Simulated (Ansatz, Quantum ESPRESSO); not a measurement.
# Complex bands of MgO, rock salt type, lattice constant set to 4.047 Å, part 2 of 3

Wanted: the complex band structure of MgO, rock salt type, lattice constant set to 4.047 Å, as for a tunnel barrier.

Quantum ESPRESSO 7.5; plane-wave DFT, PBE, GBRV ultrasoft pseudopotentials; cross-check by Ansatz 0.2.0 with PAW datasets.

So far. Step 2 (Ground state): The run needed 9 iterations to bring the estimated error under 1e-09 Ry.

## Step 3: Complex band structure

Level of this step: complex band structure by pwcond; plane-wave DFT, PBE, GBRV ultrasoft pseudopotentials (Quantum ESPRESSO).

ikind = 0 solves one period of the crystal for all kz, real and complex, at each energy and k across. ewind and epsproj trim the two-dimensional plane-wave basis; nz1 sets the subslabs.

File cbs.in:

```
&inputcond
  outdir = './out'
  prefixl = 'scf'
  band_file = 'cbs'
  ikind = 0
  ewind = 4.0
  epsproj = 1e-05
  nz1 = 7
  energy0 = 6.9
  denergy = -0.23
/
4
  0.00000000 0.00000000 1.00000000
  0.50000000 0.00000000 1.00000000
  0.50000000 0.50000000 1.00000000
  0.25000000 0.00000000 1.00000000
40
```

On the command line:

```
$ OMP_NUM_THREADS=1 mpirun -n 2 pwcond.x -in cbs.in > cbs.out
```

The program printed:

```text
[banner, memory and clock lines left out]
Program PWCOND v.7.5 starts

          URL

     ./out/scf.save/

     IMPORTANT: XC functional enforced from input :
     Exchange-correlation= PBE
                           (   1   4   3   4   0   0   0)
     Any further DFT definition will be discarded
     Please, verify this is what you really want

     Check: negative core charge=   -0.000004
     Reading collected, re-writing distributed wavefunctions

===== INPUT FILE containing the left lead =====

     GEOMETRY:

     lattice parameter (alat)  =       5.4078  a.u.
     the volume                =     223.6486 (a.u.)^3
     the cross section         =      29.2438 (a.u.)^2
     l of the unit cell        =       1.4142 (alat)
     number of atoms/cell      =            4
     number of atomic types    =            2

     crystal axes: (cart. coord. in units of alat)
               a(1) = (  1.0000  0.0000  0.0000 )
               a(2) = (  0.0000  1.0000  0.0000 )
               a(3) = (  0.0000  0.0000  1.4142 )

   Cartesian axes

     site n.     atom                  positions (alat units)
          1        Mg     tau(  1)=(  0.0000  0.0000  1.4142  )
          2        O      tau(  2)=(  0.5000  0.5000  1.4142  )
          3        Mg     tau(  3)=(  0.5000  0.5000  0.7071  )
          4        O      tau(  4)=(  0.0000  0.0000  0.7071  )

     nr1s                      =           24
     nr2s                      =           24
     nr3s                      =           32
     nr1sx                     =           24
     nr2sx                     =           24
     nr3sx                     =           32
     nr1                       =           25
     nr2                       =           25
     nr3                       =           36
     nr1x                      =           25
     nr2x                      =           25
     nr3x                      =           36

 _______________________________
  Radii of nonlocal spheres:

     type       ibeta     ang. mom.          radius (alat units)
       Mg         1         0                    0.2801
       Mg         2         0                    0.2801
       Mg         3         0                    0.2801
       Mg         4         1                    0.2801
       Mg         5         1                    0.2801
       Mg         6         2                    0.2801
       Mg         7         2                    0.2801
       O          1         0                    0.2317
       O          2         0                    0.2317
       O          3         1                    0.2317
       O          4         1                    0.2317
       O          5         2                    0.2317
----- General information -----

----- Complex band structure calculation -----

     nrx                       =           24
     nry                       =           24
     nz1                       =            7

     energy0               =         6.9E+00
     denergy               =        -2.3E-01
     nenergy               =         40
     ecut2d                =         4.0E+01
     ewind                 =         4.0E+00
     epsproj               =         1.0E-05

     number of k_|| points=    4
                       cryst. coord.
        k(    1) = (   0.0000000   0.0000000), wk =   0.2500000
        k(    2) = (   0.5000000   0.0000000), wk =   0.2500000
        k(    3) = (   0.5000000   0.5000000), wk =   0.2500000
        k(    4) = (   0.2500000   0.0000000), wk =   0.2500000
----- Information about left lead -----

     nocros                   =           32
     noins                    =           32
     norb                     =           96
     norbf                    =           96
     nrz                      =           32

      iorb      type   ibeta   ang. mom.   m       position (alat)
        1        1       1        0        1   taunew(   1)=(  0.0000  0.0000  0.0000)
        2        1       2        0        1   taunew(   2)=(  0.0000  0.0000  0.0000)
        3        1       3        0        1   taunew(   3)=(  0.0000  0.0000  0.0000)
        4        1       4        1        1   taunew(   4)=(  0.0000  0.0000  0.0000)
        5        1       4        1        2   taunew(   5)=(  0.0000  0.0000  0.0000)
        6        1       4        1        3   taunew(   6)=(  0.0000  0.0000  0.0000)
        7        1       5        1        1   taunew(   7)=(  0.0000  0.0000  0.0000)
        8        1       5        1        2   taunew(   8)=(  0.0000  0.0000  0.0000)
        9        1       5        1        3   taunew(   9)=(  0.0000  0.0000  0.0000)
       10        1       6        2        1   taunew(  10)=(  0.0000  0.0000  0.0000)
       11        1       6        2        2   taunew(  11)=(  0.0000  0.0000  0.0000)
       12        1       6        2        3   taunew(  12)=(  0.0000  0.0000  0.0000)
       13        1       6        2        4   taunew(  13)=(  0.0000  0.0000  0.0000)
       14        1       6        2        5   taunew(  14)=(  0.0000  0.0000  0.0000)
       15        1       7        2        1   taunew(  15)=(  0.0000  0.0000  0.0000)
       16        1       7        2        2   taunew(  16)=(  0.0000  0.0000  0.0000)
       17        1       7        2        3   taunew(  17)=(  0.0000  0.0000  0.0000)
       18        1       7        2        4   taunew(  18)=(  0.0000  0.0000  0.0000)
       19        1       7        2        5   taunew(  19)=(  0.0000  0.0000  0.0000)
       20        2       1        0        1   taunew(  20)=(  0.5000  0.5000  0.0000)
       21        2       2        0        1   taunew(  21)=(  0.5000  0.5000  0.0000)
       22        2       3        1        1   taunew(  22)=(  0.5000  0.5000  0.0000)
       23        2       3        1        2   taunew(  23)=(  0.5000  0.5000  0.0000)
       24        2       3        1        3   taunew(  24)=(  0.5000  0.5000  0.0000)
       25        2       4        1        1   taunew(  25)=(  0.5000  0.5000  0.0000)
       26        2       4        1        2   taunew(  26)=(  0.5000  0.5000  0.0000)
       27        2       4        1        3   taunew(  27)=(  0.5000  0.5000  0.0000)
       28        2       5        2        1   taunew(  28)=(  0.5000  0.5000  0.0000)
       29        2       5        2        2   taunew(  29)=(  0.5000  0.5000  0.0000)
       30        2       5        2        3   taunew(  30)=(  0.5000  0.5000  0.0000)
       31        2       5        2        4   taunew(  31)=(  0.5000  0.5000  0.0000)
       32        2       5        2        5   taunew(  32)=(  0.5000  0.5000  0.0000)
       33        1       1        0        1   taunew(  33)=(  0.5000  0.5000  0.7071)
       34        1       2        0        1   taunew(  34)=(  0.5000  0.5000  0.7071)
       35        1       3        0        1   taunew(  35)=(  0.5000  0.5000  0.7071)
       36        1       4        1        1   taunew(  36)=(  0.5000  0.5000  0.7071)
       37        1       4        1        2   taunew(  37)=(  0.5000  0.5000  0.7071)
       38        1       4        1        3   taunew(  38)=(  0.5000  0.5000  0.7071)
       39        1       5        1        1   taunew(  39)=(  0.5000  0.5000  0.7071)
       40        1       5        1        2   taunew(  40)=(  0.5000  0.5000  0.7071)
       41        1       5        1        3   taunew(  41)=(  0.5000  0.5000  0.7071)
       42        1       6        2        1   taunew(  42)=(  0.5000  0.5000  0.7071)
       43        1       6        2        2   taunew(  43)=(  0.5000  0.5000  0.7071)
       44        1       6        2        3   taunew(  44)=(  0.5000  0.5000  0.7071)
       45        1       6        2        4   taunew(  45)=(  0.5000  0.5000  0.7071)
       46        1       6        2        5   taunew(  46)=(  0.5000  0.5000  0.7071)
       47        1       7        2        1   taunew(  47)=(  0.5000  0.5000  0.7071)
       48        1       7        2        2   taunew(  48)=(  0.5000  0.5000  0.7071)
       49        1       7        2        3   taunew(  49)=(  0.5000  0.5000  0.7071)
       50        1       7        2        4   taunew(  50)=(  0.5000  0.5000  0.7071)
       51        1       7        2        5   taunew(  51)=(  0.5000  0.5000  0.7071)
       52        2       1        0        1   taunew(  52)=(  0.0000  0.0000  0.7071)
       53        2       2        0        1   taunew(  53)=(  0.0000  0.0000  0.7071)
       54        2       3        1        1   taunew(  54)=(  0.0000  0.0000  0.7071)
       55        2       3        1        2   taunew(  55)=(  0.0000  0.0000  0.7071)
       56        2       3        1        3   taunew(  56)=(  0.0000  0.0000  0.7071)
       57        2       4        1        1   taunew(  57)=(  0.0000  0.0000  0.7071)
       58        2       4        1        2   taunew(  58)=(  0.0000  0.0000  0.7071)
       59        2       4        1        3   taunew(  59)=(  0.0000  0.0000  0.7071)
       60        2       5        2        1   taunew(  60)=(  0.0000  0.0000  0.7071)
       61        2       5        2        2   taunew(  61)=(  0.0000  0.0000  0.7071)
       62        2       5        2        3   taunew(  62)=(  0.0000  0.0000  0.7071)
       63        2       5        2        4   taunew(  63)=(  0.0000  0.0000  0.7071)
       64        2       5        2        5   taunew(  64)=(  0.0000  0.0000  0.7071)
       65        1       1        0        1   taunew(  65)=(  0.0000  0.0000  1.4142)
       66        1       2        0        1   taunew(  66)=(  0.0000  0.0000  1.4142)
       67        1       3        0        1   taunew(  67)=(  0.0000  0.0000  1.4142)
       68        1       4        1        1   taunew(  68)=(  0.0000  0.0000  1.4142)
       69        1       4        1        2   taunew(  69)=(  0.0000  0.0000  1.4142)
       70        1       4        1        3   taunew(  70)=(  0.0000  0.0000  1.4142)
       71        1       5        1        1   taunew(  71)=(  0.0000  0.0000  1.4142)
       72        1       5        1        2   taunew(  72)=(  0.0000  0.0000  1.4142)
       73        1       5        1        3   taunew(  73)=(  0.0000  0.0000  1.4142)
       74        1       6        2        1   taunew(  74)=(  0.0000  0.0000  1.4142)
       75        1       6        2        2   taunew(  75)=(  0.0000  0.0000  1.4142)
       76        1       6        2        3   taunew(  76)=(  0.0000  0.0000  1.4142)
       77        1       6        2        4   taunew(  77)=(  0.0000  0.0000  1.4142)
       78        1       6        2        5   taunew(  78)=(  0.0000  0.0000  1.4142)
       79        1       7        2        1   taunew(  79)=(  0.0000  0.0000  1.4142)
       80        1       7        2        2   taunew(  80)=(  0.0000  0.0000  1.4142)
       81        1       7        2        3   taunew(  81)=(  0.0000  0.0000  1.4142)
       82        1       7        2        4   taunew(  82)=(  0.0000  0.0000  1.4142)
       83        1       7        2        5   taunew(  83)=(  0.0000  0.0000  1.4142)
       84        2       1        0        1   taunew(  84)=(  0.5000  0.5000  1.4142)
       85        2       2        0        1   taunew(  85)=(  0.5000  0.5000  1.4142)
       86        2       3        1        1   taunew(  86)=(  0.5000  0.5000  1.4142)
       87        2       3        1        2   taunew(  87)=(  0.5000  0.5000  1.4142)
       88        2       3        1        3   taunew(  88)=(  0.5000  0.5000  1.4142)
       89        2       4        1        1   taunew(  89)=(  0.5000  0.5000  1.4142)
       90        2       4        1        2   taunew(  90)=(  0.5000  0.5000  1.4142)
       91        2       4        1        3   taunew(  91)=(  0.5000  0.5000  1.4142)
       92        2       5        2        1   taunew(  92)=(  0.5000  0.5000  1.4142)
       93        2       5        2        2   taunew(  93)=(  0.5000  0.5000  1.4142)
       94        2       5        2        3   taunew(  94)=(  0.5000  0.5000  1.4142)
       95        2       5        2        4   taunew(  95)=(  0.5000  0.5000  1.4142)
       96        2       5        2        5   taunew(  96)=(  0.5000  0.5000  1.4142)
 ngper, shell number =           97          16
 ngper, n2d =           97          54
---  E-Ef =    6.9000000  k =    0.0000000   0.0000000
---  ie =          1  ik =          1
 Nchannels of the left tip =            1
 Right moving states:
   k1(2pi/a)   k2(2pi/a)   E-Ef (eV)
   0.2084159   0.0000000   6.9000000
 Left moving states:
   k1(2pi/a)   k2(2pi/a)   E-Ef (eV)
  -0.2084169   0.0000000   6.9000000

---  E-Ef =    6.6700000  k =    0.0000000   0.0000000
---  ie =          2  ik =          1
 Nchannels of the left tip =            1
 Right moving states:
   k1(2pi/a)   k2(2pi/a)   E-Ef (eV)
   0.1755605   0.0000000   6.6700000
 Left moving states:
   k1(2pi/a)   k2(2pi/a)   E-Ef (eV)
  -0.1755615   0.0000000   6.6700000
[... further energies and points left out ...]
---  E-Ef =   -1.8400000  k =    0.2500000   0.0000000
---  ie =         39  ik =          4
 Nchannels of the left tip =            1
 Right moving states:
   k1(2pi/a)   k2(2pi/a)   E-Ef (eV)
   0.3185158  -0.0000000  -1.8400000
 Left moving states:
   k1(2pi/a)   k2(2pi/a)   E-Ef (eV)
  -0.3185158  -0.0000000  -1.8400000

---  E-Ef =   -2.0700000  k =    0.2500000   0.0000000
---  ie =         40  ik =          4
 Nchannels of the left tip =            2
 Right moving states:
   k1(2pi/a)   k2(2pi/a)   E-Ef (eV)
  -0.0599069   0.0000000  -2.0700000
   0.2719415  -0.0000000  -2.0700000
 Left moving states:
   k1(2pi/a)   k2(2pi/a)   E-Ef (eV)
   0.0599063   0.0000000  -2.0700000
  -0.2719415  -0.0000000  -2.0700000

Note: The following floating-point exceptions are signalling: IEEE_UNDERFLOW_FLAG
Note: The following floating-point exceptions are signalling: IEEE_UNDERFLOW_FLAG
```

The job ended after 27 s (2 MPI ranks of Arm Neoverse V2, shared host; peak memory 0.11 GiB).

Read from the output:

| Property | Result |
| --- | --- |
| peak of the smallest κ at the zone centre | 0.393 Å⁻¹ |
| energy of the peak at the zone centre | 2.99 eV |

K across = (0, 0) in the cell's reciprocal vectors; values within 0.0025 1/Å of each other count once, columns are sorted by size at each energy, a dash where no further value was kept. Im kz of the slowest decaying states against energy, zero at the highest filled level of the SCF mesh:

| energy (eV) | decay 1 (Å⁻¹) | decay 2 (Å⁻¹) | decay 3 (Å⁻¹) |
| --- | --- | --- | --- |
| -2.07 | 0.647 | 1.08 | 1.74 |
| -1.84 | 0.503 | 1.08 | 1.72 |
| -1.61 | 0.282 | 1.08 | 1.70 |
| -1.38 | 1.08 | 1.69 | 2.12 |
| -1.15 | 1.08 | 1.67 | 2.10 |
| -0.92 | 1.07 | 1.65 | 2.09 |
| -0.69 | 1.07 | 1.63 | 2.08 |
| -0.46 | 1.07 | 1.61 | 2.06 |
| -0.23 | 1.07 | 1.59 | 2.05 |
| 0.00 | 0.017 | 1.06 | 1.57 |
| 0.46 | 0.215 | 0.453 | 1.06 |
| 0.69 | 0.257 | 0.539 | 1.05 |
| 0.92 | 0.289 | 0.605 | 1.05 |
| 1.15 | 0.314 | 0.658 | 1.05 |
| 1.38 | 0.335 | 0.703 | 1.04 |
| 1.61 | 0.352 | 0.74 | 1.04 |
| 1.84 | 0.365 | 0.772 | 1.03 |
| 2.07 | 0.375 | 0.8 | 1.02 |
| 2.30 | 0.383 | 0.824 | 1.02 |
| 2.53 | 0.389 | 0.846 | 1.01 |
| 2.76 | 0.392 | 0.864 | 1.01 |
| 2.99 | 0.393 | 0.881 | 1 |
| 3.22 | 0.391 | 0.895 | 0.993 |
| 3.45 | 0.388 | 0.908 | 0.986 |
| 3.68 | 0.382 | 0.919 | 0.978 |
| 3.91 | 0.374 | 0.929 | 0.97 |
| 4.14 | 0.363 | 0.937 | 0.961 |
| 4.37 | 0.349 | 0.945 | 0.953 |
| 4.83 | 0.312 | 0.934 | 0.956 |
| 5.06 | 0.288 | 0.925 | 0.96 |
| 5.29 | 0.257 | 0.914 | 0.964 |
| 5.52 | 0.218 | 0.904 | 0.966 |
| 5.75 | 0.164 | 0.893 | 0.968 |
| 5.98 | 0.068 | 0.882 | 0.94 |
| 6.21 | 0.87 | 0.907 | 0.97 |
| 6.44 | 0.858 | 0.873 | 0.97 |
| 6.67 | 0.837 | 0.845 | 0.969 |
| 6.90 | 0.799 | 0.832 | 0.968 |

K across = (0, 0) in the cell's reciprocal vectors. Re kz of states that move upwards against energy, zero at the highest filled level of the SCF mesh:

```csv
energy (eV),channel 1 (Å⁻¹),channel 2 (Å⁻¹),channel 3 (Å⁻¹)
-2.07,-0.597,-,-
-1.84,-0.549,-,-
-1.38,-0.452,0.322,0.322
-1.15,-0.402,0.547,0.548
-0.92,-0.351,0.717,0.717
-0.46,-0.532,-0.532,-0.236
-0.23,-0.363,-0.362,-0.163
0.00,-0.0518,-0.0501,-
0.46,-,-,-
0.69,-,-,-
0.92,-,-,-
1.38,-,-,-
1.61,-,-,-
1.84,-,-,-
2.30,-,-,-
2.53,-,-,-
2.99,-,-,-
3.22,-,-,-
3.45,-,-,-
3.91,-,-,-
4.14,-,-,-
4.37,-,-,-
4.83,-,-,-
5.06,-,-,-
5.29,-,-,-
5.75,-,-,-
5.98,-,-,-
6.21,0.140,-,-
6.67,0.273,-,-
6.90,0.324,-,-
```

K across = (1/2, 0) in the cell's reciprocal vectors; values within 0.0025 1/Å of each other count once, columns are sorted by size at each energy, a dash where no further value was kept. The Im kz of the slowest decaying states by energy, zero at the highest filled level of the SCF mesh:

| energy (eV) | decay 1 (Å⁻¹) | decay 2 (Å⁻¹) | decay 3 (Å⁻¹) |
| --- | --- | --- | --- |
| -2.07 | 1.65 | 1.75 | 2.45 |
| -1.84 | 1.60 | 1.73 | 2.45 |
| -1.38 | 1.47 | 1.69 | 2.44 |
| -1.15 | 1.34 | 1.68 | 2.44 |
| -0.92 | 1.09 | 1.09 | 1.66 |
| -0.46 | 0.265 | 1.34 | - |
| -0.23 | 0.337 | 1.48 | - |
| 0.00 | 0.392 | 1.57 | 1.58 |
| 0.46 | 0.474 | 1.55 | - |
| 0.69 | 0.506 | 1.53 | 1.76 |
| 0.92 | 0.534 | 1.51 | 1.82 |
| 1.38 | 0.578 | 1.48 | 1.94 |
| 1.61 | 0.596 | 1.46 | 2.01 |
| 1.84 | 0.612 | 1.45 | 2.16 |
| 2.30 | 0.636 | 1.42 | 2.19 |
| 2.53 | 0.645 | 1.40 | 2.18 |
| 2.99 | 0.658 | 1.37 | 2.18 |
| 3.22 | 0.661 | 1.36 | 2.18 |
| 3.45 | 0.663 | 1.34 | 2.17 |
| 3.91 | 0.663 | 1.31 | 2.16 |
| 4.14 | 0.661 | 1.30 | 2.16 |
| 4.37 | 0.657 | 1.29 | 2.10 |
| 4.83 | 0.644 | 1.26 | 1.95 |
| 5.06 | 0.636 | 1.25 | 1.90 |
| 5.29 | 0.626 | 1.24 | 1.87 |
| 5.75 | 0.601 | 1.21 | 1.80 |
| 5.98 | 0.587 | 1.20 | 1.77 |
| 6.21 | 0.57 | 1.18 | 1.75 |
| 6.67 | 0.53 | 1.16 | 1.70 |
| 6.90 | 0.506 | 1.15 | 1.67 |

K across = (1/2, 1/2) in the cell's reciprocal vectors; values within 0.0025 1/Å of each other count once, columns are sorted by size at each energy, a dash where no further value was kept. Im kz of the slowest decaying states against energy, zero at the highest filled level of the SCF mesh:

| energy (eV) | decay 1 (Å⁻¹) | decay 2 (Å⁻¹) | decay 3 (Å⁻¹) |
| --- | --- | --- | --- |
| -2.07 | 0.184 | 2.65 | 2.72 |
| -1.84 | 2.64 | 2.71 | 3.07 |
| -1.38 | 0.162 | 0.243 | 2.63 |
| -1.15 | 0.262 | 0.373 | 2.62 |
| -0.92 | 0.327 | 0.451 | 2.61 |
| -0.46 | 0.416 | 0.55 | 2.60 |
| -0.23 | 0.448 | 0.584 | 2.59 |
| 0.00 | 0.476 | 0.612 | 2.58 |
| 0.46 | 0.519 | 0.655 | 2.57 |
| 0.69 | 0.536 | 0.672 | 2.56 |
| 0.92 | 0.55 | 0.687 | 2.55 |
| 1.38 | 0.574 | 0.71 | 2.54 |
| 1.61 | 0.582 | 0.719 | 2.53 |
| 1.84 | 0.59 | 0.727 | 2.51 |
| 2.30 | 0.6 | 0.738 | 2.49 |
| 2.53 | 0.604 | 0.743 | 2.48 |
| 2.99 | 0.607 | 0.748 | 2.45 |
| 3.22 | 0.607 | 0.75 | 2.44 |
| 3.45 | 0.606 | 0.75 | 2.43 |
| 3.91 | 0.602 | 0.749 | 2.40 |
| 4.14 | 0.598 | 0.747 | 2.39 |
| 4.37 | 0.593 | 0.745 | 2.38 |
| 4.83 | 0.581 | 0.738 | 2.35 |
| 5.06 | 0.574 | 0.733 | 2.34 |
| 5.29 | 0.566 | 0.728 | 2.32 |
| 5.75 | 0.546 | 0.716 | 2.30 |
| 5.98 | 0.534 | 0.708 | 2.29 |
| 6.21 | 0.522 | 0.7 | 2.27 |
| 6.67 | 0.492 | 0.682 | 2.25 |
| 6.90 | 0.476 | 0.672 | 2.23 |

K across = (1/4, 0) in the cell's reciprocal vectors; values within 0.0025 1/Å of each other count once, columns are sorted by size at each energy, a dash where no further value was kept. Im kz of the slowest decaying states against energy, zero at the highest filled level of the SCF mesh:

```csv
energy (eV),decay 1 (Å⁻¹),decay 2 (Å⁻¹),decay 3 (Å⁻¹)
-2.07,0.851,1.41,2.11
-1.61,0.181,0.551,1.38
-1.15,0.216,1.34,2.05
-0.69,0.127,1.32,2.02
-0.46,1.30,2,2.20
0.00,0.317,0.406,1.27
0.46,0.432,0.648,1.25
0.92,0.507,0.784,1.23
1.38,0.561,0.876,1.20
1.84,0.601,0.943,1.18
2.30,0.631,0.995,1.16
2.53,0.642,1.02,1.15
2.99,0.66,1.05,1.13
3.45,0.671,1.08,1.11
3.91,0.676,1.08,1.10
4.37,0.675,1.06,1.12
4.83,0.668,1.04,1.14
5.29,0.656,1.02,1.15
5.52,0.647,1.00,1.16
5.98,0.624,0.979,1.16
6.44,0.593,0.953,1.17
6.90,0.55,0.925,1.18
```

(Continued in part 3 of 3.)

[Logs are printed without paths, hosts, clocks, repeated set-up lines and the standing remarks that a program may print on its own settings, such as how far it seeks lower states.]

[Hosts, paths, dates, database ids (printed as entryN), source tags and the programs' standing remarks are cut or masked in the printed files.]

[Maps of the electrostatic potential energy from Ansatz leave out the sawtooth potential of an applied field or a dipole correction, so their vacuum need not be flat; planar profiles and work functions include it.]
